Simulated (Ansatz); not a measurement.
# Liquid K2Si2O5 (108 atoms) by DFT dynamics

What local order and mobility does K2Si2O5 (108 atoms) show in DFT dynamics?

Calculated with Ansatz 0.2.0; Kohn-Sham DFT, PBE, PAW (set soft_2), plane waves.

Most raw output is cut from this account.

### Step 1. Starting point

The cell holds 108 atoms: 24 K, 60 O and 24 Si. Cell: a = 12.519 Å, b = 12.519 Å, c = 12.519 Å, α = 90.0°, β = 90.0°, γ = 90.0°. 108 atoms (24 K, 60 O, 24 Si) packed at random in a cube at 2.18 g/cm³ and pushed apart as soft spheres, cations and anions kept from their own kind; a start for melting by ab initio MD, not an equilibrated structure.

Before any run, some limits are plain. Sampling is at Γ alone, for a cell whose shortest periodic width is 13 Å.

### Step 2. Single point at the start

The forces at the start show how far the geometry lies from a minimum of this functional.

input.yaml reads:

```yaml
crystal:
  lattice:
    - [12.5191, 0.0, 0.0]
    - [0.0, 12.5191, 0.0]
    - [0.0, 0.0, 12.5191]
  atoms:
    - { symbol: K, position: [0.08692, 0.29528, 0.77193] }
    - { symbol: K, position: [0.00579, 0.08857, 0.86584] }
    - { symbol: K, position: [0.91203, 0.11475, 0.19575] }
    - { symbol: K, position: [0.37661, 0.34272, 0.03773] }
    - { symbol: K, position: [0.2033, 0.30371, 0.44308] }
    - { symbol: K, position: [0.21788, 0.4738, 0.91419] }
    - { symbol: K, position: [0.23421, 0.07713, 0.92066] }
    - { symbol: K, position: [0.88498, 0.37947, 0.43724] }
    - { symbol: K, position: [0.55435, 0.81907, 0.23801] }
    - { symbol: K, position: [0.67124, 0.1455, 0.25743] }
    - { symbol: K, position: [0.28306, 0.91771, 0.28781] }
    - { symbol: K, position: [0.59266, 0.84857, 0.52247] }
    - { symbol: K, position: [0.56614, 0.02359, 0.02899] }
    - { symbol: K, position: [0.77037, 0.90244, 0.67891] }
    - { symbol: K, position: [0.49372, 0.80052, 0.01154] }
    - { symbol: K, position: [0.78053, 0.11607, 0.00077] }
    - { symbol: K, position: [0.75914, 0.6827, 0.53173] }
    - { symbol: K, position: [0.79671, 0.1303, 0.76657] }
    - { symbol: K, position: [0.6902, 0.60048, 0.24316] }
    - { symbol: K, position: [0.25983, 0.68099, 0.43081] }
    - { symbol: K, position: [0.36817, 0.3433, 0.63296] }
    - { symbol: K, position: [0.36363, 0.09323, 0.1536] }
    - { symbol: K, position: [0.08252, 0.26216, 0.00473] }
    - { symbol: K, position: [0.26685, 0.74818, 0.04477] }
    - { symbol: O, position: [0.0091, 0.65151, 0.06018] }
    - { symbol: O, position: [0.90747, 0.29993, 0.88803] }
    - { symbol: O, position: [0.41351, 0.20249, 0.40868] }
    - { symbol: O, position: [0.32274, 0.79885, 0.68331] }
    - { symbol: O, position: [0.75334, 0.44276, 0.07582] }
    - { symbol: O, position: [0.59956, 0.31467, 0.57819] }
    - { symbol: O, position: [0.06773, 0.40398, 0.56822] }
    - { symbol: O, position: [0.31001, 0.85637, 0.87005] }
    - { symbol: O, position: [0.56675, 0.11503, 0.74956] }
    - { symbol: O, position: [0.55873, 0.6006, 0.68571] }
    - { symbol: O, position: [0.38067, 0.58268, 0.1137] }
    - { symbol: O, position: [0.27482, 0.02151, 0.52591] }
    - { symbol: O, position: [0.91443, 0.53573, 0.88322] }
    - { symbol: O, position: [0.1886, 0.46577, 0.70346] }
    - { symbol: O, position: [0.19279, 0.68842, 0.23195] }
    - { symbol: O, position: [0.46996, 0.92771, 0.67339] }
    - { symbol: O, position: [0.91634, 0.96238, 0.0464] }
    - { symbol: O, position: [0.19832, 0.14523, 0.67617] }
    - { symbol: O, position: [0.38217, 0.60325, 0.87454] }
    - { symbol: O, position: [0.8383, 0.84407, 0.27741] }
    - { symbol: O, position: [0.76313, 0.33371, 0.27245] }
    - { symbol: O, position: [0.67686, 0.97099, 0.37409] }
    - { symbol: O, position: [0.58897, 0.22561, 0.08162] }
    - { symbol: O, position: [0.5951, 0.57015, 0.92324] }
    - { symbol: O, position: [0.07597, 0.94285, 0.53651] }
    - { symbol: O, position: [0.87022, 0.75744, 0.92135] }
    - { symbol: O, position: [0.87126, 0.27158, 0.63028] }
    - { symbol: O, position: [0.36408, 0.05439, 0.74914] }
    - { symbol: O, position: [0.15901, 0.05285, 0.11521] }
    - { symbol: O, position: [0.09314, 0.65656, 0.5562] }
    - { symbol: O, position: [0.35656, 0.5528, 0.62471] }
    - { symbol: O, position: [0.66074, 0.74209, 0.79519] }
    - { symbol: O, position: [0.48711, 0.48481, 0.29245] }
    - { symbol: O, position: [0.07747, 0.88836, 0.25675] }
    - { symbol: O, position: [0.76833, 0.07882, 0.56498] }
    - { symbol: O, position: [0.88131, 0.85229, 0.50752] }
    - { symbol: O, position: [0.5414, 0.93504, 0.83619] }
    - { symbol: O, position: [0.44334, 0.70117, 0.53087] }
    - { symbol: O, position: [0.93123, 0.42445, 0.17712] }
    - { symbol: O, position: [0.80949, 0.94427, 0.88093] }
    - { symbol: O, position: [0.80323, 0.72059, 0.11319] }
    - { symbol: O, position: [0.66022, 0.5239, 0.43638] }
    - { symbol: O, position: [0.91298, 0.58724, 0.42534] }
    - { symbol: O, position: [0.17896, 0.47265, 0.15131] }
    - { symbol: O, position: [0.33854, 0.34469, 0.24668] }
    - { symbol: O, position: [0.97761, 0.17278, 0.38661] }
    - { symbol: O, position: [0.42563, 0.15827, 0.95017] }
    - { symbol: O, position: [0.97379, 0.09238, 0.65834] }
    - { symbol: O, position: [0.72357, 0.88739, 0.0568] }
    - { symbol: O, position: [0.07127, 0.46226, 0.34816] }
    - { symbol: O, position: [0.88837, 0.59434, 0.67168] }
    - { symbol: O, position: [0.05683, 0.89406, 0.77157] }
    - { symbol: O, position: [0.20996, 0.13424, 0.30651] }
    - { symbol: O, position: [0.77186, 0.41295, 0.72573] }
    [... 24 atom lines left out ...]
    - { symbol: Si, position: [0.86145, 0.97247, 0.37605] }
    - { symbol: Si, position: [0.15364, 0.51189, 0.55509] }
    - { symbol: Si, position: [0.48366, 0.67516, 0.8128] }
    - { symbol: Si, position: [0.05276, 0.13062, 0.49511] }
    - { symbol: Si, position: [0.76871, 0.31463, 0.12626] }
    - { symbol: Si, position: [0.05354, 0.75828, 0.14362] }
kpoints:
  mp_grid: { grid: [1, 1, 1] }
hamiltonian:
  xc: pbe
scf:
  occupations: { method: fermi_dirac, width: 0.259 }
output:
  forces: true
```

Started as:

```bash
$ ansatz run input.yaml --threads 32 --pin off --max-ram 143360MiB --backend cuda --events-out ev --progress --plain --runs-dir out
```

Elapsed: 1.8 s, on 1 × NVIDIA GB200 with 32 threads of Arm Neoverse V2, shared host; peak memory 1.5 GiB.

That memory is the host's; the program planned up to 4.9 GiB on the GPU. Forces of this run were stored rounded, and per-atom blocks of the log weren't kept.

Numbers from this run:

- free energy: -86110.4097 eV
- free energy per atom: -797.3186 eV/atom
- SCF cycles: 9
- r.m.s. force component: 1.796 eV/Å
- longest force: 6.802 eV/Å
- Fermi energy: 3.343 eV

The r.m.s. force component of 1.8 eV/Å sets the starting point.

Length of the force by element:

```
element  coordination  atoms  mean length of the force (eV/Å)  spread  least  most
      K           all     24                             1.27   0.353  0.474  1.91
      O           all     60                             2.67    1.23  0.382  6.04
     Si           all     24                             4.22    1.56  0.814  6.80
```

### Step 3. Melting at 3000 K

The random start is held at a high temperature, to make it forget its packing.

input.yaml, as its differences from that of step 2:

```diff
@@ -15 +15,8 @@
   forces: true
+md:
+  timestep: 1.5
+  n_steps: 580
+  ensemble: nvt_langevin
+  temperature: 3000
+  initial_velocities: maxwell_boltzmann
+  seed: 2544
```

Wall time 4.6 min (1 × NVIDIA GB200 with 32 threads); peak memory 1.5 GiB.

That memory is the host's.

The program notes that it switched symmetry off.

The trajectory, sampled:

```
time (fs)  T (K)  potential (meV/atom)
      0.0   2972                   0.0
     63.0   5040                -488.5
    117.0   4783                -729.9
    180.0   4220                -954.5
    243.0   3738               -1049.6
    297.0   3512               -1124.8
    351.0   3155               -1160.5
    414.0   3029               -1193.7
    468.0   3308               -1292.9
    531.0   3410               -1294.3
    579.0   3200               -1365.9
    639.0   3012               -1357.7
    702.0   3031               -1350.8
    756.0   2649               -1357.8
    810.0   2668               -1412.5
    870.0   2809               -1370.7
```

Mean square displacement from the first frame to the last: K 6.6 Å², O 7.5 Å², Si 4.2 Å².

Table of mean square displacement by time lag:

```
time lag (fs)  K (Å²)   O (Å²)  Si (Å²)
            2  4.7e-4  0.00128   7.2e-4
           20  0.0730    0.166   0.0898
           38   0.240    0.427    0.226
           56   0.456    0.689    0.368
           74   0.689    0.906    0.497
           92   0.924     1.10    0.619
          110    1.15     1.28    0.733
          128    1.37     1.46    0.839
          146    1.57     1.62    0.944
          164    1.76     1.78     1.05
          182    1.93     1.93     1.15
          200    2.11     2.09     1.24
          218    2.27     2.24     1.34
          236    2.43     2.40     1.44
          254    2.58     2.56     1.52
          272    2.73     2.71     1.60
          290    2.88     2.84     1.68
          308    3.04     2.96     1.74
          326    3.20     3.08     1.80
          344    3.36     3.20     1.86
          362    3.50     3.31     1.91
          380    3.64     3.41     1.96
          398    3.77     3.51     2.00
          416    3.88     3.60     2.04
          435    4.01     3.70     2.08
```

Over the second half of 870 fs the temperature averages 3085 K with swings of 242 K r.m.s. From first frame to last O has the largest mean square displacement, 7.5 Å² at the end; the farthest move is 6.63 Å. By the end of the lags followed (0.43 ps), the least mobile element has a mean square displacement of 2.1 Å², too little over such short lags to show that the memory of the start is lost. The run spans 0.87 ps, too short for its means to be equilibrium values.

### Step 4. Brought to 1350 K

A Langevin thermostat brings the cell to the temperature of interest.

input.yaml reads:

```yaml
crystal:
  lattice:
    - [12.5191, 0.0, 0.0]
    - [0.0, 12.5191, 0.0]
    - [0.0, 0.0, 12.5191]
  atoms:
    - { symbol: K, position: [0.8817, 0.30411, 0.68214] }
    - { symbol: K, position: [0.01128, 0.97463, 0.80789] }
    - { symbol: K, position: [0.96095, 0.08032, 0.06445] }
    - { symbol: K, position: [0.34892, 0.45597, 0.90089] }
    - { symbol: K, position: [0.17026, 0.31698, 0.56708] }
    - { symbol: K, position: [0.42549, 0.59261, 0.66291] }
    - { symbol: K, position: [0.26496, 0.89764, 0.93313] }
    - { symbol: K, position: [0.85928, 0.4828, 0.55783] }
    - { symbol: K, position: [0.67085, 0.69703, 0.19101] }
    - { symbol: K, position: [0.68417, 0.12509, 0.2833] }
    - { symbol: K, position: [0.29741, 0.02604, 0.36154] }
    - { symbol: K, position: [0.36274, 0.65999, 0.35881] }
    - { symbol: K, position: [0.6714, 0.0827, 0.90411] }
    - { symbol: K, position: [0.57517, 0.77616, 0.50017] }
    - { symbol: K, position: [0.49968, 0.83295, 0.01711] }
    - { symbol: K, position: [0.84324, 0.31399, 0.12942] }
    - { symbol: K, position: [0.78169, 0.78309, 0.68827] }
    - { symbol: K, position: [0.75202, 0.0092, 0.60609] }
    - { symbol: K, position: [0.67498, 0.50342, 0.27875] }
    - { symbol: K, position: [0.31569, 0.44991, 0.1985] }
    - { symbol: K, position: [0.4137, 0.23855, 0.71974] }
    - { symbol: K, position: [0.52432, 0.02624, 0.10194] }
    - { symbol: K, position: [0.12229, 0.25851, 0.85177] }
    - { symbol: K, position: [0.04759, 0.65652, 0.26769] }
    - { symbol: O, position: [0.91532, 0.68125, 0.03294] }
    - { symbol: O, position: [0.11664, 0.46001, 0.80305] }
    - { symbol: O, position: [0.48802, 0.13339, 0.3551] }
    - { symbol: O, position: [0.20064, 0.90515, 0.70828] }
    - { symbol: O, position: [0.75424, 0.55163, 0.05687] }
    - { symbol: O, position: [0.53596, 0.32854, 0.4204] }
    - { symbol: O, position: [0.04724, 0.5982, 0.65907] }
    - { symbol: O, position: [0.45527, 0.92998, 0.83445] }
    - { symbol: O, position: [0.67163, 0.17176, 0.49876] }
    - { symbol: O, position: [0.56733, 0.36053, 0.6286] }
    - { symbol: O, position: [0.33122, 0.62363, 0.02323] }
    - { symbol: O, position: [0.06741, 0.77719, 0.48904] }
    - { symbol: O, position: [0.92885, 0.46548, 0.97166] }
    - { symbol: O, position: [0.87036, 0.40661, 0.82181] }
    - { symbol: O, position: [0.12532, 0.58166, 0.45553] }
    - { symbol: O, position: [0.92052, 0.02165, 0.38048] }
    - { symbol: O, position: [0.97614, 0.86381, 0.06865] }
    - { symbol: O, position: [0.27614, 0.0167, 0.57511] }
    - { symbol: O, position: [0.54041, 0.72825, 0.82803] }
    - { symbol: O, position: [0.86422, 0.79704, 0.27019] }
    - { symbol: O, position: [0.59561, 0.24248, 0.13673] }
    - { symbol: O, position: [0.80561, 0.99676, 0.2045] }
    - { symbol: O, position: [0.48789, 0.2321, 0.93846] }
    - { symbol: O, position: [0.65815, 0.5201, 0.83954] }
    - { symbol: O, position: [0.1307, 0.15209, 0.39509] }
    - { symbol: O, position: [0.85059, 0.85237, 0.89234] }
    - { symbol: O, position: [0.68669, 0.18142, 0.7051] }
    - { symbol: O, position: [0.42634, 0.8052, 0.6596] }
    - { symbol: O, position: [0.15213, 0.04998, 0.97382] }
    - { symbol: O, position: [0.17354, 0.64933, 0.79892] }
    - { symbol: O, position: [0.25869, 0.50543, 0.63437] }
    - { symbol: O, position: [0.74906, 0.69708, 0.91956] }
    - { symbol: O, position: [0.44935, 0.56877, 0.21077] }
    - { symbol: O, position: [0.18887, 0.84529, 0.27899] }
    - { symbol: O, position: [0.95591, 0.25956, 0.44021] }
    - { symbol: O, position: [0.76515, 0.81433, 0.46844] }
    - { symbol: O, position: [0.60678, 0.85108, 0.67841] }
    - { symbol: O, position: [0.27384, 0.82243, 0.49093] }
    - { symbol: O, position: [0.99839, 0.18567, 0.25257] }
    - { symbol: O, position: [0.65253, 0.87332, 0.87051] }
    - { symbol: O, position: [0.9093, 0.51111, 0.16863] }
    - { symbol: O, position: [0.72067, 0.38405, 0.48931] }
    - { symbol: O, position: [0.91533, 0.66395, 0.45284] }
    - { symbol: O, position: [0.15232, 0.57661, 0.13525] }
    - { symbol: O, position: [0.51244, 0.4378, 0.0063] }
    - { symbol: O, position: [0.27518, 0.09772, 0.81157] }
    - { symbol: O, position: [0.29992, 0.95588, 0.12864] }
    - { symbol: O, position: [0.08742, 0.0853, 0.66409] }
    - { symbol: O, position: [0.76171, 0.8442, 0.08946] }
    - { symbol: O, position: [0.16132, 0.33604, 0.24952] }
    - { symbol: O, position: [0.96838, 0.62159, 0.84115] }
    - { symbol: O, position: [0.98527, 0.81319, 0.70671] }
    - { symbol: O, position: [0.19137, 0.12743, 0.16447] }
    - { symbol: O, position: [0.85037, 0.18292, 0.91014] }
    [... 24 atom lines left out ...]
    - { symbol: Si, position: [0.88589, 0.78742, 0.4221] }
    - { symbol: Si, position: [0.16035, 0.55302, 0.71785] }
    - { symbol: Si, position: [0.64525, 0.65376, 0.86884] }
    - { symbol: Si, position: [0.20391, 0.04857, 0.69139] }
    - { symbol: Si, position: [0.56764, 0.27879, 0.02879] }
    - { symbol: Si, position: [0.17921, 0.80441, 0.40181] }
kpoints:
  mp_grid: { grid: [1, 1, 1] }
hamiltonian:
  xc: pbe
scf:
  occupations: { method: fermi_dirac, width: 0.116 }
output:
  forces: true
md:
  timestep: 1.5
  n_steps: 420
  ensemble: nvt_langevin
  temperature: 1350
  initial_velocities: maxwell_boltzmann
  seed: 5813
```

Wall time 3.3 min (1 × NVIDIA GB200 with 32 threads); peak memory 1.5 GiB; 14 min of CPU time.

That memory is the host's.

The trajectory, sampled:

```
time (fs)  T (K)  potential (meV/atom)
      0.0   1338                   0.0
     45.0   1765                -150.2
     82.5   1799                -182.6
    127.5   1600                -240.9
    165.0   1727                -293.1
    210.0   1499                -290.8
    255.0   1424                -311.3
    292.5   1214                -297.1
    337.5   1393                -333.3
    375.0   1344                -325.6
    420.0   1189                -311.8
    465.0   1187                -314.4
    502.5   1367                -323.6
    547.5   1207                -293.4
    585.0   1414                -307.6
    630.0   1386                -316.1
```

Mean square displacement from the first frame to the last: K 2.1 Å², O 1.5 Å², Si 0.86 Å².

Mean square displacement against time lag:

```
time lag (fs)  K (Å²)  O (Å²)  Si (Å²)
            2  2.0e-4  5.3e-4   3.0e-4
           14  0.0156  0.0359   0.0195
           27  0.0581   0.102   0.0498
           40   0.120   0.168   0.0767
           66   0.261   0.267    0.115
           80   0.338   0.306    0.134
           92   0.403   0.336    0.151
          105   0.470   0.366    0.173
          118   0.531   0.393    0.195
          132   0.584   0.418    0.215
          144   0.628   0.439    0.228
          171   0.718   0.480    0.251
          183   0.758   0.496    0.262
          196   0.804   0.511    0.273
          210   0.852   0.524    0.282
          224   0.900   0.537    0.291
          236   0.943   0.548    0.300
          249   0.990   0.564    0.311
          274    1.07   0.598    0.336
          288    1.11   0.618    0.349
          302    1.14   0.639    0.363
          315    1.17   0.666    0.378
```

Over the second half of 630 fs the temperature averages 1353 K with swings of 103 K r.m.s. From first frame to last K has the largest mean square displacement, 2.1 Å² at the end; the farthest move is 2.74 Å. The run spans 0.63 ps, too short for its means to be equilibrium values.

(Continued in part 2 of 3.)

[Logs are printed without paths, hosts, clocks, repeated set-up lines and the standing remarks that a program may print on its own settings, such as how far it seeks lower states.]

[Hosts, paths, dates, database ids (printed as entryN), source tags and the programs' standing remarks are cut or masked in the printed files.]
